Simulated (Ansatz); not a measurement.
# MoS2 monolayer (2H): from the cell to its phonons, part 2 of 2

Wanted: vibrations and spectra of MoS2 monolayer (2H); the cell is already relaxed. After the zone centre comes a 6×6×1 q mesh on a 12×12×1 k mesh.

Ansatz 0.2.0; DFT PBEsol, scalar-relativistic, plane waves, PAW.

So far. Step 2 (Linear response at the zone centre): Before it was imposed, the acoustic sum rule was missed by 4.1e-5 eV/Å² and the charge sum rule by 9.9e-4 e. Small misses are needed for a sound result but don't prove that mesh and cutoff are converged. The lowest optical mode is real, 286 cm⁻¹.

## 3. Response at finite wavevector

Stability and thermal properties need the whole zone. Linear response on a 6×6×1 q mesh gives force constants as far as a supercell of that size would, and the tensors from the zone-centre run are typed in so that the long-range dipole term is interpolated apart.

Contents of input.yaml:

```yaml
crystal:
  lattice:
    - [3.1404963714, 0.0, 0.0]
    - [-1.5702481857, 2.7197496381, 0.0]
    - [0.0, 0.0, 30.0]
  atoms:
    - { symbol: Mo, position: [0.3333333333, 0.6666666667, 0.3333333333] }
    - { symbol: S, position: [0.6666666667, 0.3333333333, 0.3852798264] }
    - { symbol: S, position: [0.6666666667, 0.3333333333, 0.2813868402] }
  periodic: [true, true, false]
kpoints:
  mp_grid: { grid: [12, 12, 1] }
hamiltonian:
  xc: pbesol
scf:
  occupations: { method: fixed }
output:
  eigenvalues: true
phonons:
  method: dfpt
  qmesh: [6, 6, 1]
  temperatures: { t_max: 1000, t_step: 50 }
  qpath:
    path:
      - [0.0, 0.0, 0.0]
      - [0.5, 0.0, 0.0]
      - [0.33333333, 0.33333333, 0.0]
      - [0.0, 0.0, 0.0]
    npoints: 10
  isolated: true
  non_analytic_term:
    high_frequency_dielectric_tensor: [[3.8333, 0.0, 0.0], [0.0, 3.8333, 0.0], [0.0, 0.0, 1.1701]]
    born_effective_charges:
      - { species: Mo, tensor: [[-1.1316, 0.0, 0.0], [0.0, -1.1316, 0.0], [0.0, 0.0, -0.0807]] }
      - { species: S, tensor: [[0.5658, 0.0, 0.0], [0.0, 0.5658, 0.0], [0.0, 0.0, 0.0404]] }
      - { species: S, tensor: [[0.5658, 0.0, 0.0], [0.0, 0.5658, 0.0], [0.0, 0.0, 0.0404]] }
    source: "zone-centre run at this cell"
```

Command:

```console
ansatz run input.yaml --threads 8 --pin off --max-ram 14336MiB --backend cpu --events-out ev --progress --plain --runs-dir out
```

Numbers of over 12 decimals in the logs are rounded to 6 here.

The log of the run:

```text
Warning: phonons: the dynamical matrix that this run interpolates holds no multipole term above the dipole-dipole one, and a site of this crystal is no centre of inversion, so its interpolated transverse optical and acoustic branches and sound speeds can stay off near Gamma, and the density of states and the thermodynamics with them. What a run solves at a wave vector of phonons.qpoints, Gamma apart, where the deck admits one, is free of this, and under fd what a larger phonons.supercell samples
[...]
Crystal: 3 atoms, lattice volume = 256.241 Å³
Basis set: ecut = 420 eV, 4961 PW (Γ), exchange–correlation on 48×48×432 points (8 copies of the dense FFT grid, shifted against one another)
Bands: 17, of which v1, the nominal top of the filled ones, is band 13 counted from 1 (12 counted from 0)
Symmetry: 12 space group operations
k-points: 19 of 144 (time reversal used)
[...]
SCF iter   1: F=—  HF=-6670.138508 eV  |F-HF|=—  |Δ(HF+E_count)|=         —  Δρ=3.34e-3  dr2=3.73e-2  ethr=1.77e-3  ⟨swp⟩=7.9  Hψ=2264  notcnv=0  defer=35
[...]
SCF iter  10: F=-6670.142174 eV  HF=-6670.142174 eV  |F-HF|=4.27e-11  |Δ(HF+E_count)|=  3.03e-10  Δρ=1.28e-8  dr2=2.07e-13  ethr=1.00e-12  ⟨swp⟩=17.8  Hψ=3418  notcnv=0
SCF 1 converged in 10 iterations: F = -6670.142174 eV  dr2 = 2.07e-13
[...]
NSCF: frozen V_eff on 19 k-points
[...]
DFPT response loops at q = (0, 0, 0) (fractional): preconditioner auto → none (the input reference at scf.mixing.eps_inf says where Resta's filter doesn't serve); β = 0.50; Broyden in place of MSR1
[...]
SCF converged after 10 iterations
Free energy (F): -6670.142174 eV
[...]
Internal energy: -6670.142174 eV  (E = F + TS)
E sigma→0 (E₀):  -6670.142174 eV
Fermi energy:    -5.968595 eV
[...]
--- Band table (eV; the first three rows and the last of 19) ---
  k-point 0: bands = [... 9 lower, -7.8161, -7.4269, -7.4269, -6.0406, -3.0715, -3.0715, -2.7949, -2.7949]
  k-point 1: bands = [... 9 lower, -8.2929, -7.5998, -7.1150, -6.0835, -3.2189, -3.1069, -2.9204, -2.8818]
  k-point 2: bands = [... 9 lower, -8.1509, -8.0052, -7.0303, -6.3011, -3.6042, -3.2856, -3.2093, -2.4507]
  k-point 18: bands = [... 9 lower, -9.5309, -8.9141, -8.1440, -5.9686, -4.1621, -2.9128, -2.2535, -0.8391]
--- Phonons (Γ-DFPT): 4 representative perturbations + reference (Σ response iterations 19) ---
  ASR residual: 4.241e-5 → 0.000e0 eV/Å²; symmetrization residual: 2.779e-6 eV/Å²
  ASR residual per site (eV/Å²): 4.24e-5 1.77e-5 1.77e-5
  Γ frequencies (cm⁻¹): 0.00 0.00 0.00 285.69 285.69 386.45 386.45 406.71 472.22
--- Phonons (arbitrary-q DFPT): 7 irreducible q on the 6×6×1 mesh ---
  q = [0.0000, 0.0000, 0.0000] (star 1, of the zone-centre solve; hermiticity 1.76e-7, symmetrization 9.38e-14): -0.00 -0.00 0.00 285.69 285.69 386.45 386.45 406.71 472.22
  q = [0.0000, 0.1667, 0.0000] (star 6, 6 solved perturbations on 78 of 144 k-point pairs; hermiticity 3.72e-7, symmetrization 4.74e-10): 45.76 81.29 129.74 292.30 307.97 372.14 383.10 410.47 450.06
[...]
q = [0.1667, 0.1667, 0.0000] (star 6, 4 solved perturbations in 444 linear systems a pass and spin channel, the states on 144 of 144 k-point pairs; hermiticity 3.50e-7, symmetrization 1.23e-10): 105.24 141.98 188.02 303.79 328.82 353.37 380.23 409.70 416.34
[...]
sum rule: each row above includes the acoustic sum rule's correction from the zone centre's row sums; it moved no ω² by more than (0.39 cm⁻¹)²
  mesh force constants: q→R imaginary residual 7.64e-19; ASR residual 4.241e-5 → 0.000e0 eV/Å²; symmetrization residual 1.066e-14 eV/Å²
  interpolated dispersion: 31 rows × 9 modes
  density of states and harmonic sums: on the 24×24×1 q-mesh, interpolated from the force constants of a 6×6×1 supercell (with the dipole–dipole term of supplied tensors)
  largest difference from the sums on the solved wave vectors: F 2.60e-2 eV, S 3.27e-5 and C_V 6.73e-6 eV/K
  zero-point energy: 0.164058 eV/cell   skipped modes (ω ≤ 0): 3   left out of the sums: 5.79e-4 of the cell's modes: C_V's classical limit lies that fraction below 3 k_B per atom; for a crystal, a wire or a layer, F and S can be off by more, and a phonons.interpolated_qmesh denser along its periods is the remedy for the sampling
```

Wall time 4 min (8 threads of Arm Neoverse V1, shared host); peak memory 1.8 GiB.

Numbers from this step:

```yaml
sum_rule_residual_before_enforcement: 4.24e-5 eV/Å²
lowest_frequency_on_the_path: 0 cm⁻¹
highest_frequency_on_the_path_or_at_a_solved_wavevector: 472.2 cm⁻¹
mean_frequency: 294.3 cm⁻¹
lowest_mode_on_the_q_mesh_acoustic_modes_at_gamma_apart: 45.76 cm⁻¹
zero_point_energy_per_atom: 54.69 meV
heat_capacity_at_300_k: 20.86 J/(mol atoms K)
vibrational_entropy_at_300_k: 21.26 J/(mol atoms K)
edges_of_the_widest_gap_between_branches_on_path_and_mesh: 235.9, 285.7 cm⁻¹
```

Frequencies (cm⁻¹) solved at each irreducible wavevector; negative means imaginary. Frequencies by wavevector, by row:

| q in reciprocal lattice units | star | mode 1 | mode 2 | mode 3 | mode 4 | mode 5 | mode 6 | mode 7 | mode 8 | mode 9 |
| --- | --- | --- | --- | --- | --- | --- | --- | --- | --- | --- |
| 0 0 0 | 1 | 0 | 0 | 0 | 285.7 | 285.7 | 386.4 | 386.4 | 406.7 | 472.2 |
| 0 0.1667 0 | 6 | 45.8 | 81.3 | 129.7 | 292.3 | 308 | 372.1 | 383.1 | 410.5 | 450.1 |
| 0 0.3333 0 | 6 | 128.8 | 137.9 | 213.8 | 302.6 | 335 | 353.4 | 373.5 | 405.2 | 411.5 |
| 0 -0.5 0 | 3 | 156.5 | 171.9 | 235.9 | 307 | 334.4 | 353.6 | 368 | 388.5 | 409.7 |
| 0.1667 0.1667 0 | 6 | 105.2 | 142 | 188 | 303.8 | 328.8 | 353.4 | 380.2 | 409.7 | 416.3 |
| 0.1667 0.3333 0 | 12 | 164 | 179 | 220.9 | 317.8 | 333.9 | 346.6 | 376.6 | 385.9 | 403.9 |
| 0.3333 0.3333 0 | 2 | 179.8 | 186.1 | 235.1 | 323.7 | 336.2 | 336.4 | 376.7 | 383.5 | 395.6 |

Interpolated from a 6×6×1 q mesh, with the LO-TO term (at Γ the limit along the path; where Γ stands inside the path, tables give the limit on arrival). Phonon branches along the path, in cm⁻¹:

| point | branch 1 | branch 2 | branch 3 | branch 4 | branch 5 | branch 6 | branch 7 | branch 8 | branch 9 |
| --- | --- | --- | --- | --- | --- | --- | --- | --- | --- |
| Γ | 0 | 0 | 0 | 286 | 286 | 386 | 386 | 407 | 472 |
| halfway | 88 | 114 | 180 | 298 | 324 | 360 | 379 | 412 | 428 |
| M | 156 | 172 | 236 | 307 | 334 | 354 | 368 | 388 | 410 |
| halfway | 174 | 182 | 226 | 321 | 330 | 346 | 377 | 383 | 403 |
| K | 180 | 186 | 235 | 324 | 336 | 336 | 377 | 384 | 396 |
| halfway | 105 | 142 | 188 | 304 | 329 | 353 | 380 | 410 | 416 |
| Γ | 0 | 0 | 0 | 286 | 286 | 386 | 386 | 407 | 472 |

The phonon branches as a text plot (rows in cm⁻¹):

```
    462 |*******                                           ******
    443 |       **                                    *****
    423 |         ****                              **
    403 |********************************************************
    384 |*************  *****************************************
    364 |       ******************                    *****
    344 |             ********************************
    325 |         ****      *****************************
    305 |   **********************                ***********
    285 |*********                                       ********
    266 |
    246 |
    226 |             *************************
    207 |           **                         *****
    187 |         **               ***************  **
    167 |                 ************       **   **  ***
    148 |       **    ********                 ***  **
    128 |     **    ****                          **     **
    108 |         ****                              *****
     89 |   **  ****                                     ****
     69 |     ****                                    ***  **
     49 | ****                                           **  ***
     30 | **  **                                           *****
     10 |*****                                               ****
         Γ                   M           K                      Γ
```

The phonon density of states has structure finer than the step of the table below, so its rows give means over 20 cm⁻¹, whole bins alone (the curve runs from 2.5 to 472 cm⁻¹). Peaks (cm⁻¹: height): 172.5: 0.0405, 227.5: 0.0316, 307.5: 0.0485, 332.5: 0.0877, 352.5: 0.0637, 377.5: 0.101, 407.5: 0.0917.

Tetrahedra on a 24×24×1 mesh, mean over bins of 5 cm-1. Interpolated from a 6×6×1 q mesh. Table of phonon density of states by wavenumber; means over each step:

| wavenumber (cm⁻¹) | phonon density of states (1/cm⁻¹/cell) |
| --- | --- |
| 20 | 0.00284 |
| 40 | 0.00405 |
| 60 | 0.00531 |
| 80 | 0.00682 |
| 100 | 0.00877 |
| 120 | 0.0116 |
| 140 | 0.0168 |
| 160 | 0.0290 |
| 180 | 0.0267 |
| 200 | 0.00958 |
| 220 | 0.0211 |
| 240 | 0.00651 |
| 260 | 0 |
| 280 | 0.00405 |
| 300 | 0.0316 |
| 320 | 0.0344 |
| 340 | 0.0501 |
| 360 | 0.0290 |
| 380 | 0.0676 |
| 400 | 0.0474 |
| 420 | 0.0253 |
| 440 | 0.00555 |
| 460 | 0.00445 |

The partial phonon density of states has structure finer than the step of the table below, so its rows give means over 20 cm⁻¹, whole bins alone (the curve runs from -10 to 496 cm⁻¹). Peaks (cm⁻¹: height): Mo 171.5: 0.0225, 225.7: 0.0177, 378.5: 0.0372, 410.4: 0.0200; S 171.5: 0.0143, 305.3: 0.0408, 334.0: 0.0724, 349.9: 0.0493, 378.5: 0.0512, 410.4: 0.0638.

Phonopy on the run's constants, 21x21x1 mesh, Gaussian sigma 3.6 cm-1. Interpolated from a 6×6×1 q mesh. Table of partial phonon density of states by wavenumber; means over each step; values in 1/cm⁻¹/cell:

| wavenumber (cm⁻¹) | Mo | S |
| --- | --- | --- |
| 0 | 7.4e-4 | 5.1e-4 |
| 20 | 0.00165 | 0.00118 |
| 40 | 0.00254 | 0.00186 |
| 60 | 0.00297 | 0.00222 |
| 80 | 0.00383 | 0.00289 |
| 100 | 0.00517 | 0.00389 |
| 120 | 0.00638 | 0.00479 |
| 140 | 0.00946 | 0.00696 |
| 160 | 0.0170 | 0.0117 |
| 180 | 0.0175 | 0.00947 |
| 200 | 0.00663 | 0.00306 |
| 220 | 0.0134 | 0.00728 |
| 240 | 0.00457 | 0.00232 |
| 260 | 3.0e-7 | 0 |
| 280 | 5.2e-6 | 0.00432 |
| 300 | 1.5e-4 | 0.0311 |
| 320 | 4.0e-4 | 0.0342 |
| 340 | 6.6e-4 | 0.0494 |
| 360 | 0.00431 | 0.0251 |
| 380 | 0.0274 | 0.0392 |
| 400 | 0.0140 | 0.0345 |
| 420 | 0.00690 | 0.0178 |
| 440 | 0.00228 | 0.00320 |
| 460 | 0.00181 | 0.00263 |
| 480 | 2.6e-4 | 3.8e-4 |

Harmonic thermodynamic functions per atom, from the density of states. Interpolated from a 6×6×1 q mesh. Thermodynamic functions, by row:

| T (K) | F_vib (meV/atom) | S (J/mol-atom/K) | C_V (J/mol-atom/K) |
| --- | --- | --- | --- |
| 0 | 54.69 | 0 | 0 |
| 100 | 52.9 | 4.732 | 8.094 |
| 200 | 43.48 | 13.5 | 17.11 |
| 300 | 25.33 | 21.26 | 20.86 |
| 400 | -0.06 | 27.51 | 22.5 |
| 500 | -31.31 | 32.63 | 23.33 |
| 600 | -67.42 | 36.93 | 23.8 |
| 700 | -107.7 | 40.62 | 24.09 |
| 800 | -151.5 | 43.85 | 24.28 |
| 900 | -198.4 | 46.72 | 24.42 |
| 1000 | -248.2 | 49.3 | 24.51 |

Symmetry leaves 7 wavevectors to solve. The lowest mode among them, the acoustic zeros apart, lies at q = (0, 0.167, 0) and is real, 45.8 cm⁻¹.

## 4. Another isotope, element Mo, natural mass 95.95 amu

An isotope changes the mass and not the force constants, so no new electronic calculation is needed; the shifts show which modes move this element.

The same force constants with the mass of Mo changed from 95.950 to 99.907 u (phonopy, no LO-TO term). Both lists are sorted by frequency; levels can cross, so a row need not hold one and the same mode. Modes under 3 cm⁻¹ are left out. Isotope shifts, by row:

| q | rank | natural mass (cm⁻¹) | changed mass (cm⁻¹) |
| --- | --- | --- | --- |
| 0 0 0 | 4 | 285.7 | 285.7 |
| 0 0 0 | 5 | 285.7 | 285.7 |
| 0 0 0 | 6 | 386.4 | 383.4 |
| 0 0 0 | 7 | 386.4 | 383.4 |
| 0 0 0 | 8 | 406.7 | 406.7 |
| 0 0 0 | 9 | 472.2 | 468.5 |
| 0 0.1667 0 | 1 | 45.76 | 45.24 |
| 0 0.1667 0 | 2 | 81.3 | 80.33 |
| 0 0.1667 0 | 3 | 129.7 | 128.1 |
| 0 0.1667 0 | 4 | 292.3 | 292.3 |
| 0 0.1667 0 | 5 | 308 | 307.8 |
| 0 0.1667 0 | 6 | 372.1 | 370.6 |
| 0 0.1667 0 | 7 | 383.1 | 379.9 |
| 0 0.1667 0 | 8 | 410.5 | 409.1 |
| 0 0.1667 0 | 9 | 450.1 | 446.4 |
| 0 0.3333 0 | 1 | 128.8 | 127.4 |
| 0 0.3333 0 | 2 | 137.9 | 136.3 |
| 0 0.3333 0 | 3 | 213.8 | 210.7 |
| 0 0.3333 0 | 4 | 302.6 | 302.6 |
| 0 0.3333 0 | 5 | 335 | 334.9 |
| 0 0.3333 0 | 6 | 353.4 | 353 |
| 0 0.3333 0 | 7 | 373.5 | 370.3 |
| 0 0.3333 0 | 8 | 405.2 | 401.8 |
| 0 0.3333 0 | 9 | 411.5 | 409.6 |
| 0 -0.5 0 | 1 | 156.5 | 154.7 |
| 0 -0.5 0 | 2 | 171.9 | 169.8 |
| 0 -0.5 0 | 3 | 235.9 | 232.4 |
| 0 -0.5 0 | 4 | 307 | 307 |
| 0 -0.5 0 | 5 | 334.4 | 334.4 |
| 0 -0.5 0 | 6 | 353.6 | 353.5 |
| 0 -0.5 0 | 7 | 368 | 364.9 |
| 0 -0.5 0 | 8 | 388.5 | 385.6 |
| 0 -0.5 0 | 9 | 409.7 | 407.6 |

A mode of this element alone would shift by -2.00 %. The highest zone-centre frequency without the field goes from 472.2 to 468.5 cm⁻¹ (-0.8 %). The product of the frequency ratios over all optical modes at Γ is 0.976; the product rule, (m/m′)^(3k/2) (M′/M)^(3/2) with k = 1 such atoms and M the mass of the cell, gives 0.976.

## 5. Isotope substitution, element S, natural mass 32.06 amu

The same for S, from 32.06 to 33.97 u.

A mode of this element alone would shift by -2.85 %. The highest zone-centre frequency without the field goes from 472.2 to 464.2 cm⁻¹ (-1.7 %). The product of the frequency ratios over all optical modes at Γ is 0.871; the product rule, (m/m′)^(3k/2) (M′/M)^(3/2) with k = 2 such atoms and M the mass of the cell, gives 0.871.

## 6. What came out

| Property | Result |
| --- | --- |
| space group (within 0.01 Å) | P-6m2 |
| area per atom | 2.85 Å² |
| gap on the k-mesh | 1.81 eV |
| highest optical mode at the zone centre (no LO-TO term) | 472 cm⁻¹ |
| lowest optical zone-centre mode | 286 cm⁻¹ |
| largest Born charge (third of the trace) | -0.781 e |
| lowest mode on the q mesh (acoustic modes at Γ apart) | 45.8 cm⁻¹ |
| highest frequency on the path or at a solved wavevector | 472 cm⁻¹ |
| zero-point energy per atom | 54.7 meV |
| heat capacity at 300 K | 20.9 J/(mol atoms K) |
| vibrational entropy at 300 K | 21.3 J/(mol atoms K) |
| imaginary modes on the 6×6×1 q mesh | none |

In words: The structure is a minimum as far as tested: no mode is imaginary at the 7 irreducible wavevectors of the 6×6×1 mesh, and the softest away from the acoustic zeros lies at 46 cm⁻¹. Without the field, the optical modes at Γ span 286 to 472 cm⁻¹. The strongest infrared line is at 386 cm⁻¹. Averaged over orientations, the strongest Raman line at 532 nm and 300 K is at 386 cm⁻¹. The tensors are the static, non-resonant ones, while 532 nm light (2.33 eV) lies above the computed gap. On the path and the mesh, the widest gap between branches runs from 236 to 286 cm⁻¹. In a sheet or slab the interpolated bending branch near Γ is rough, since the rotational sum rule isn't imposed. Dielectric tensors refer to the cell with its vacuum. The program warns that the interpolation holds no quadrupole term, so branches close to Γ can be off in this crystal. The starting cell was built on a prototype and not taken from a measurement. These are harmonic frequencies at zero temperature: anharmonic shifts, linewidths and thermal expansion are left out.

[Logs are printed without paths, hosts, clocks, repeated set-up lines and the standing remarks that a program may print on its own settings, such as how far it seeks lower states.]

[Hosts, paths, dates, database ids (printed as entryN), source tags and the programs' standing remarks are cut or masked in the printed files.]
